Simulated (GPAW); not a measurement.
The Zn K edge of atom 2 in ZnAg (Cmmm), with 4 Ag at 2.70 Å, 4 Zn at 2.77 Å, 2 Zn at 3.10 Å and 4 Ag at 3.19 Å (cube and octahedron, as in bcc, site symmetry mmm), was computed in 2 ways: excited-electron core hole (neutral cell) and no core hole. Program and functional: GPAW, LDA, Gaussian full width 1.67 eV up to 4 eV, rising linearly to 3.5 eV at 25 eV; cells of 2 and 16 atoms (the run without a hole in the smaller).

Each run is counted from its own lowest empty level or Fermi level and scaled to a mean of 1 over its first 20 eV.

```
E (eV)  run 1  run 2
 -2.00   0.00   0.00
 -1.25   0.03   0.03
 -0.50   0.19   0.15
  0.25   0.44   0.31
  1.00   0.56   0.37
  1.75   0.70   0.42
  2.50   0.88   0.56
  3.25   1.01   0.77
  4.00   1.21   0.94
  4.75   1.28   0.91
  5.50   1.22   0.88
  6.25   1.29   1.06
  7.00   1.44   1.32
  7.75   1.40   1.41
  8.50   1.19   1.28
  9.25   1.11   1.12
 10.00   1.28   1.14
 10.75   1.43   1.36
 11.50   1.35   1.59
 12.25   1.15   1.62
 13.00   1.01   1.45
 13.75   0.93   1.24
 14.50   0.85   1.09
 15.25   0.76   0.96
 16.00   0.67   0.84
 16.75   0.64   0.76
 17.50   0.65   0.76
 18.25   0.71   0.81
 19.00   0.78   0.87
 19.75   0.84   0.92
 20.50   0.88   0.94
 21.25   0.90   0.93
 22.00   0.90   0.90
 22.75   0.90   0.90
 23.50   0.90   0.93
 24.25   0.91   1.00
 25.00   0.93   1.07
 25.75   0.97   1.13
 26.50   1.00   1.15
 27.25   1.01   1.12
 28.00   1.00   1.06
 28.75   0.96   1.00
 29.50   0.91   0.96
 30.25   0.87   0.96
 31.00   0.85   1.00
 31.75   0.85   1.03
```

Question: Which run is which?

Run 1: excited-electron core hole (neutral cell) (area from −2 to 6 eV 5.8, main maxima 4.6 eV (1.28), 7.2 eV (1.46), 10.8 eV (1.44) and 27.2 eV (1.01)). Run 2: no core hole (area from −2 to 6 eV 4.1, main maxima 4.2 eV (0.95), 7.6 eV (1.41), 12.0 eV (1.64) and 26.4 eV (1.15)). With each curve scaled to its own mean, the area from −2 to 6 eV with the hole is 5.8 against 4.1, and the centre of weight from −1 to 20 eV moves by -1.0 eV: the hole pulls the absorber's empty states down.

[Banner, clock and machine lines of the logs are left out without a mark of their own.]

[Logs are printed without paths, hosts, clocks, repeated set-up lines and the standing remarks that a program may print on its own settings, such as how far it seeks lower states.]

[Hosts, paths, dates, database ids (printed as entryN), source tags and the programs' standing remarks are cut or masked in the printed files.]

[Lists of maxima count a maximum above −3 eV only where it reaches 4 % of the highest in the window and stands out from its surroundings by 2 % of it (1.5 % where it reaches 55 %); shoulders and weaker maxima are passed over, and of the rest the first, up to two pre-edge ones and the few strongest are named.]
